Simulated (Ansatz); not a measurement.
# BiN (model cell, started as rocksalt type): relaxing the cell for a phonon run

Aim: bring BiN (model cell, started as rocksalt type) to small forces and stress, as phonons need.

Calculated with Ansatz 0.2.0; DFT PBEsol, scalar-relativistic, plane waves, PAW.

The structure was built from a prototype and need not be the compound's stable phase.

### Step 1. Starting point

It takes space group Fm-3m (No. 225, cubic). The conventional cell has a = 4.980 Å, b = 4.980 Å, c = 4.980 Å, α = 90.00°, β = 90.00°, γ = 90.00°. Nearest to Bi lie 6 N at 2.49 Å. N has 6 Bi at 2.49 Å nearest. Farther neighbours and most contacts between anions are not listed.

As a file:

```cif
data_structure
_symmetry_space_group_name_H-M 'P 1'
_symmetry_Int_Tables_number 1
_cell_length_a 3.5214
_cell_length_b 3.5214
_cell_length_c 3.5214
_cell_angle_alpha 60.000
_cell_angle_beta 60.000
_cell_angle_gamma 60.000
_cell_volume 30.88
loop_
_atom_site_label
_atom_site_type_symbol
_atom_site_fract_x
_atom_site_fract_y
_atom_site_fract_z
_atom_site_occupancy
Bi1 Bi 0.00000 0.00000 0.00000 1
N2 N 0.50000 0.50000 0.50000 1
```

### Step 2. A coarse first look

First a cheap look: the gap decides the mesh and the occupations, the pressure tells how far the cell has to move.

Contents of input.yaml:

```yaml
crystal:
  lattice:
    - [0.0, 2.49, 2.49]
    - [2.49, 0.0, 2.49]
    - [2.49, 2.49, 0.0]
  atoms:
    - { symbol: Bi, position: [0.0, 0.0, 0.0] }
    - { symbol: "N", position: [0.5, 0.5, 0.5] }
kpoints:
  mp_grid: { grid: [6, 6, 6] }
hamiltonian:
  xc: pbesol
scf:
  occupations: { method: gaussian, width: 0.1 }
output:
  forces: true
  stress: true
  eigenvalues: true
```

Command:

```bash
> ansatz run input.yaml --threads 4 --pin off --max-ram 7168MiB --backend cpu --events-out ev --progress --plain --runs-dir out
```

Numbers of over 12 decimals in the logs are rounded to 6 here.

The log of the run:

```text
Engine: ansatz 0.2.0, aarch64-unknown-linux-gnu
Pseudopotentials: kind: paw
Pseudopotential: Bi, paw, valence charge 15, recommended cutoff 420 eV (normal), Bi.paw.azcp
Pseudopotential: N, paw, valence charge 5, recommended cutoff 420 eV (normal), N.paw.azcp
Functional definition: PBEsol
  exchange = pbesol_x
  correlation = pbesol_c
Crystal: 2 atoms, lattice volume = 30.876 Å³
[...]
--- Band table (eV; the first three rows and the last of 16) ---
  k-point 0: bands = [... 6 lower, 7.7235, 11.9725, 11.9725, 11.9725, 21.5202, 21.5202, 21.5202, 23.2429]
  k-point 1: bands = [... 6 lower, 6.5394, 12.1032, 12.1032, 12.7195, 18.6580, 20.0730, 20.0730, 22.5193]
  k-point 2: bands = [... 6 lower, 4.2555, 12.4346, 12.4346, 13.5253, 16.1704, 18.1005, 18.1005, 23.0114]
  k-point 15: bands = [... 6 lower, 4.5855, 7.6050, 9.0798, 12.6095, 18.4133, 18.9310, 19.4186, 23.2307]
[key lines of the parts left out:]
SCF converged after 6 iterations
Free energy (F): -12619.150084 eV
Fermi energy:    14.722107 eV
P = ⅓ Tr σ = 9.3919 GPa (93.919 kbar)
```

Elapsed: 0.9 s, on 4 threads of Arm Neoverse V1, shared host; peak memory 0.27 GiB; 1.4 s of CPU time.

A gap read on the k-mesh alone can miss the band edges.

This step gave:

| Item | Value |
| --- | --- |
| pressure | 9.392 GPa |
| gap on the k-mesh | 1.044 eV |
| volume per atom | 15.44 Å³ |
| direct gap on mesh | 1.044 eV |

The coarse mesh shows a gap of 1.04 eV and a pressure of 9.4 GPa.

### Step 3. Rough relaxation

The start is far from rest, so a relaxation with loose tolerances brings it close first.

input.yaml, the sections that differ from step 2:

```yaml
kpoints:
  mp_grid: { grid: [8, 8, 8] }
relax:
  adjacent_minimum: "off"
  f_tol: 0.05
  max_steps: 80
  cell: { stress_tol: 0.5 }
# crystal, hamiltonian, scf, output: as in step 2
```

The log of the run:

```text
[...]
Crystal: 2 atoms, lattice volume = 30.876 Å³
Basis set: ecut = 420 eV, 609 PW (Γ), exchange–correlation on 48×48×48 points (8 copies of the dense FFT grid, shifted against one another)
Bands: 14, of which v1, the nominal top of the filled ones, is band 10 counted from 1 (9 counted from 0)
Symmetry: 48 space group operations
[...]
k-points: 29 of 512
[...]
--- Relaxed structure (4 steps of the walk, 3 accepted, 1 SCFs on fresh bases) ---
  F+E_penalty+E_count = -12619.16201790 eV   max|allowed force component| = 3.681e-30 eV/Å   (the final SCF, on the basis selected at the relaxed cell)
  cell:  # Å, volume = 32.8244 Å³
    - [0, 2.541297, 2.541297]
    - [2.541297, 0, 2.541297]
    - [2.541297, 2.541297, 0]
  atoms:
    - { symbol: Bi, position: [0, 0, 0] }
    - { symbol: N, position: [0.5, 0.5, 0.5] }
[key lines of the parts left out:]
SCF converged after 6 iterations
Free energy (F): -12619.162018 eV
Fermi energy:    13.412117 eV
P = ⅓ Tr σ = 0.0953 GPa (0.953 kbar)
```

Elapsed: 1.9 s, on 4 threads; peak memory 0.3 GiB.

The steps of the relaxation:

| step | energy less that of the first step (eV) | largest force component (eV/Å) | pressure (GPa) | volume (Å³) |
| --- | --- | --- | --- | --- |
| 1 | 0.0000 | 0.0000 | 9.73 | 30.88 |
| 2 | 0.0521 | 0.0000 | -10.14 | 35.71 |
| 3 | -0.0504 | 0.0000 | -1.14 | 33.07 |
| 4 | -0.0518 | 0.0000 | -0.10 | 32.82 |
| 5* | -0.0566 | 0.0000 | 0.10 | 32.82 |

Relaxation steps marked * repeat the geometry before them on a plane-wave basis chosen anew for their cell, so energy and pressure can jump there. Relaxation step 2 was tried and not accepted.

The run keeps the 48 symmetry operations that it works with, so distortions that break them were not tested.

| conventional cell, symmetrised | before | after | change |
| --- | --- | --- | --- |
| a (Å) | 4.980 | 5.083 | +2.1 % |
| b (Å) | 4.980 | 5.083 | +2.1 % |
| c (Å) | 4.980 | 5.083 | +2.1 % |
| volume (Å³/atom) | 15.44 | 16.41 | +6.3 % |

The relaxed structure:

```cif
data_structure
_symmetry_space_group_name_H-M 'P 1'
_symmetry_Int_Tables_number 1
_cell_length_a 3.5939
_cell_length_b 3.5939
_cell_length_c 3.5939
_cell_angle_alpha 60.000
_cell_angle_beta 60.000
_cell_angle_gamma 60.000
_cell_volume 32.82
loop_
_atom_site_label
_atom_site_type_symbol
_atom_site_fract_x
_atom_site_fract_y
_atom_site_fract_z
_atom_site_occupancy
Bi1 Bi 0.00000 0.00000 0.00000 1
N2 N 0.50000 0.50000 0.50000 1
```

Numbers from this step:

```yaml
pressure: 0.09533 GPa
volume_per_atom: 16.41 Å³
gap_on_the_k_mesh: 0.4921 eV
direct_gap_on_mesh: 0.4921 eV
```

In this step the volume went from 15.44 to 16.41 Å³/atom.

### Step 4. Relaxation

Harmonic phonons are second derivatives at a point where the forces vanish, and they are wanted at zero stress, so atoms and cell are relaxed first.

Contents of input.yaml:

```yaml
crystal:
  lattice:
    - [0.0, 2.5412974189, 2.5412974189]
    - [2.5412974189, 0.0, 2.5412974189]
    - [2.5412974189, 2.5412974189, 0.0]
  atoms:
    - { symbol: Bi, position: [0.0, 0.0, 0.0] }
    - { symbol: "N", position: [0.5, 0.5, 0.5] }
kpoints:
  mp_grid: { grid: [10, 10, 10] }
hamiltonian:
  xc: pbesol
scf:
  occupations: { method: gaussian, width: 0.02 }
output:
  forces: true
  stress: true
  eigenvalues: true
relax:
  adjacent_minimum: "off"
  f_tol: 0.005
  max_steps: 80
  cell: { stress_tol: 0.05 }
```

The log of the run:

```text
[...]
Crystal: 2 atoms, lattice volume = 32.824 Å³
Basis set: ecut = 420 eV, 645 PW (Γ), exchange–correlation on 50×50×50 points (8 copies of the dense FFT grid, shifted against one another)
Bands: 14, of which v1, the nominal top of the filled ones, is band 10 counted from 1 (9 counted from 0)
[... 1 set-up line as in the run before ...]
[...]
k-points: 47 of 1000
[...]
SCF iter   1: F=—  HF=-12619.183403 eV  |F-HF|=—  |Δ(HF+E_count)|=         —  Δρ=1.92e-2  dr2=1.51e-1  ethr=1.77e-3  ⟨swp⟩=5.9  Hψ=3393  notcnv=0
[...]
SCF iter   6: F=-12619.151082 eV  HF=-12619.151082 eV  |F-HF|=5.96e-9  |Δ(HF+E_count)|=   4.69e-8  Δρ=5.00e-6  dr2=5.63e-9  ethr=4.60e-10  ⟨swp⟩=3.1  Hψ=2852  notcnv=0
SCF 1 converged in 6 iterations: F = -12619.151082 eV  dr2 = 5.63e-9
[...]
relax step   1: F+E_penalty+E_count = -12619.15108217 eV  Δ(F+E_penalty+E_count) = +0.000e0 eV  max|allowed force component| = 4.365e-29 eV/Å  Δτ_max = 0.0000 Å  P = -0.052 GPa  Ω = 32.824 Å³  (6 SCF iters, dr2 threshold 1.00e-7 eV, accepted)
Crystal: 2 atoms, lattice volume = 32.792 Å³
[...]
SCF iter   6: F=-12619.151139 eV  HF=-12619.151139 eV  |F-HF|=7.28e-12  |Δ(HF+E_count)|=  9.09e-11  Δρ=1.10e-7  dr2=3.07e-12  ethr=1.00e-12  ⟨swp⟩=1.8  Hψ=1570  notcnv=0
SCF 2 converged in 6 iterations: F = -12619.151139 eV  dr2 = 3.07e-12
relax step   2: F+E_penalty+E_count = -12619.15113870 eV  Δ(F+E_penalty+E_count) = -5.653e-5 eV  max|allowed force component| = 5.555e-30 eV/Å  Δτ_max = 0.0000 Å  P = +0.084 GPa  Ω = 32.792 Å³  energy of the carried Pulay correction = +5.973e-5 eV  (6 SCF iters, dr2 threshold 6.87e-9 eV, rejected (line search))
Crystal: 2 atoms, lattice volume = 32.812 Å³
[...]
SCF iter   6: F=-12619.151107 eV  HF=-12619.151107 eV  |F-HF|=0.00e0  |Δ(HF+E_count)|=  3.64e-12  Δρ=7.18e-8  dr2=1.28e-12  ethr=1.00e-12  ⟨swp⟩=4.9  Hψ=2861  notcnv=0
SCF 3 converged in 6 iterations: F = -12619.151107 eV  dr2 = 1.28e-12
relax step   3: F+E_penalty+E_count = -12619.15110711 eV  Δ(F+E_penalty+E_count) = -2.494e-5 eV  max|allowed force component| = 2.380e-29 eV/Å  Δτ_max = 0.0000 Å  P = -0.000 GPa  Ω = 32.812 Å³  energy of the carried Pulay correction = +2.291e-5 eV  (6 SCF iters, accepted)
[...]
SCF iter   1: F=—  HF=-12619.151083 eV  |F-HF|=—  |Δ(HF+E_count)|=         —  Δρ=2.62e-6  dr2=7.19e-10  ethr=1.44e-7  ⟨swp⟩=3.1  Hψ=5493  notcnv=0
eigensolver tolerance schedule: the retry pair's looser diagonalisation over-reported the residual by 39950.22 of it (diagonalisation noise at an unbounded share of the residual, at the tolerance the schedule requests for it); recorded, not acted on — ethr = c·dr2/N_el stays at c = 1.0e-1
SCF iter   2: F=—  HF=-12619.151086 eV  |F-HF|=—  |Δ(HF+E_count)|=   3.48e-6  Δρ=1.06e-6  dr2=1.30e-10  ethr=3.60e-12  ⟨swp⟩=4.1  Hψ=1739  notcnv=0
[...]
SCF iter   8: F=-12619.151086 eV  HF=-12619.151086 eV  |F-HF|=1.82e-12  |Δ(HF+E_count)|=  1.82e-12  Δρ=2.16e-9  dr2=6.37e-16  ethr=1.00e-12  ⟨swp⟩=2.9  Hψ=2084  notcnv=0
SCF 4 converged in 8 iterations: F = -12619.151086 eV  dr2 = 6.37e-16
relax step   4: F+E_penalty+E_count = -12619.15108620 eV  Δ(F+E_penalty+E_count) = +2.092e-5 eV  max|allowed force component| = 3.760e-29 eV/Å  Δτ_max = 0.0000 Å  P = -0.001 GPa  Ω = 32.812 Å³  stress off target by 1.29e-3 GPa  SCF on the basis re-selected at this cell (its energy is not comparable with the rows above)  (8 SCF iters)
basis re-selected at this cell: Δ(F+E_penalty+E_count) = +2.092e-5 eV, ΔP = -0.001 GPa vs the last step (what re-selecting the basis moved, of the pressure what is left beyond the Pulay correction that the steps carried, after the strain that the cell walked since its last selection, with what the two solves' SCF thresholds leave and, on support functions, any second-order correction that the steps lacked; it is no m [...]
SCF converged after 8 iterations
Free energy (F): -12619.151086 eV
[...]
Internal energy: -12619.151086 eV  (E = F + TS)
E sigma→0 (E₀):  -12619.151086 eV
Fermi energy:    13.403612 eV
[...]
--- Stress (GPa, compression-positive) ---
       -0.001290      -0.000000      -0.000000
        0.000000      -0.001290       0.000000
       -0.000000       0.000000      -0.001290
  P = ⅓ Tr σ = -0.0013 GPa (-0.013 kbar)
--- Band table (eV; the first three rows and the last of 47) ---
  k-point 0: bands = [... 6 lower, 6.2743, 11.0836, 11.0836, 11.0836, 19.8399, 19.8399, 19.8399, 22.1973]
  k-point 1: bands = [... 6 lower, 5.8843, 11.1257, 11.1257, 11.3265, 18.5650, 19.2831, 19.2831, 21.4710]
  k-point 2: bands = [... 6 lower, 4.9139, 11.2480, 11.2480, 11.8291, 16.6377, 18.1564, 18.1564, 21.2528]
  k-point 46: bands = [... 6 lower, 3.2903, 7.1652, 8.0236, 12.2056, 16.2664, 17.7460, 17.9968, 22.5323]
--- Relaxed structure (3 steps of the walk, 2 accepted, 1 SCFs on fresh bases) ---
[...]
cell:  # Å, volume = 32.8120 Å³
    - [0, 2.540977, 2.540977]
    - [2.540977, 0, 2.540977]
    - [2.540977, 2.540977, 0]
  atoms:
    - { symbol: Bi, position: [0, 0, 0] }
    - { symbol: N, position: [0.500000, 0.500000, 0.500000] }
```

Elapsed: 2 s, on 4 threads; peak memory 0.32 GiB.

Little changed from the start: no atom moved by 0.005 Å and no cell edge by 0.1 %.

This step gave:

```
pressure           : -0.001290 GPa
gap on the k-mesh  : 0.1870 eV
direct gap on mesh : 0.2134 eV
```

In this step the volume went from 16.41 to 16.41 Å³/atom.

### Step 5. Relaxing to small forces for the phonons

Phonons need a cell at rest on their own settings, so the relaxation is repeated with tight tolerances on forces and stress, using the mesh and the filling of the phonon run that follows.

input.yaml, the sections that differ from step 4:

```yaml
crystal:
  lattice:
    - [0.0, 2.5409771471, 2.5409771471]
    - [2.5409771471, 0.0, 2.5409771471]
    - [2.5409771471, 2.5409771471, 0.0]
  atoms:
    - { symbol: Bi, position: [0.0, 0.0, 0.0] }
    - { symbol: "N", position: [0.5, 0.5, 0.5] }
kpoints:
  mp_grid: { grid: [12, 12, 12] }
relax:
  adjacent_minimum: "off"
  f_tol: 0.001
  max_steps: 60
  cell: { stress_tol: 0.01 }
# hamiltonian, scf, output: as in step 4
```

The log of the run:

```text
[...]
Crystal: 2 atoms, lattice volume = 32.812 Å³
Basis set: ecut = 420 eV, 645 PW (Γ), exchange–correlation on 50×50×50 points (8 copies of the dense FFT grid, shifted against one another)
Bands: 14, of which v1, the nominal top of the filled ones, is band 10 counted from 1 (9 counted from 0)
[... 1 set-up line as in the run before ...]
[...]
k-points: 72 of 1728
[...]
k-point 71: bands = [... 6 lower, 3.1802, 7.5840, 7.5840, 12.7465, 15.7190, 17.8689, 17.8689, 23.8208]
--- Relaxed structure (3 steps of the walk, 2 accepted, 1 SCFs on fresh bases) ---
[...]
cell:  # Å, volume = 32.8077 Å³
    - [0, 2.540868, 2.540868]
    - [2.540868, 0, 2.540868]
    - [2.540868, 2.540868, 0]
  atoms:
    - { symbol: Bi, position: [0, 0, 0] }
    - { symbol: N, position: [0.500000, 0.500000, 0.500000] }
[key lines of the parts left out:]
SCF converged after 8 iterations
Free energy (F): -12619.152119 eV
Fermi energy:    13.481808 eV
P = ⅓ Tr σ = -0.0004 GPa (-0.004 kbar)
```

Wall time 3.2 s (4 threads); peak memory 0.34 GiB; 9.4 s of CPU time.

Little changed from the start: no atom moved by 0.005 Å and no cell edge by 0.1 %.

This step gave:

```
pressure           : -4.10e-4 GPa
gap on the k-mesh  : 0.1946 eV
volume per atom    : 16.40 Å³
direct gap on mesh : 0.3899 eV
```

The forces vanish by symmetry and the pressure is 0.000 GPa, within the tolerances set. The cell now holds 16.40 Å³/atom.

### Step 6. Summary of results

```yaml
space_group_after_relaxation_within_0p01_a: Fm-3m
lattice_constant_a: 5.082 Å
lattice_constant_b: 5.082 Å
lattice_constant_c: 5.082 Å
volume_per_atom: 16.4 Å³
gap_on_the_k_mesh: 0.195 eV
```

In words: The forces vanish by symmetry and the pressure is 0.000 GPa, within the tolerances set. The cell now holds 16.40 Å³/atom. The relaxation keeps the symmetry of its start, so it says nothing on stability against lower symmetry. Spin-orbit coupling is left out, which can matter for the heavy elements here. The starting cell was built on a prototype and not taken from a measurement, so the phase need not exist.

[Logs are printed without paths, hosts, clocks, repeated set-up lines and the standing remarks that a program may print on its own settings, such as how far it seeks lower states.]

[Hosts, paths, dates, database ids (printed as entryN), source tags and the programs' standing remarks are cut or masked in the printed files.]
